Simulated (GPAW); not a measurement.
# Polarising 2H-CrSeTe monolayer with a field along the normal

The dipole of the cell at several fields, atoms fixed. What does the strongest field give, and what length does the slope stand for?

Set-up. GPAW 26.7.0, plane waves (400 eV), PAW setups, PBE, 9×9 mesh, a dipole layer in the vacuum; geometry relaxed without an applied field with GPAW. The cell's area is 9.69 Å², and e/ε0 = 180.95 V Å.

The runs, one held back:

```
field (V/Å)  dipole (e Å)
       −0.2       −0.1047
       −0.1       −0.0734
      −0.05       −0.0578
       0.05       −0.0266
        0.1       −0.0110
        0.2        0.0203
        0.3             ?
```

To predict: What is the dipole at 0.3 V/Å?

**Working.** A line through the 6 points has the slope α = 0.312 e Å per V/Å and the intercept p₀ = −0.0422 e Å (r.m.s. residual 2.8e−05). At 0.3 V/Å it gives p = −0.0422 + 0.312 × 0.3 = 0.0515 e Å; the run gives 0.0516 e Å, so the response stays linear to 0.1 % of the induced part. Dividing by ε0 and the area: α/(ε0 A) = 0.312 × 180.95 / 9.69 = 5.83 Å, against 3.28 Å between the outer nuclei.

**Limits.** This is the electronic response alone; ions that move would add to it in polar layers. No run was spin-polarised, so magnetic states weren't tested. Spin-orbit coupling is left out, which matters for the heavier atoms here. Layers with unlike faces were relaxed with their cell in a fully periodic cell without the dipole layer, so their atoms felt a small spurious field.

[Logs are printed without paths, hosts, clocks, repeated set-up lines and the standing remarks that a program may print on its own settings, such as how far it seeks lower states.]
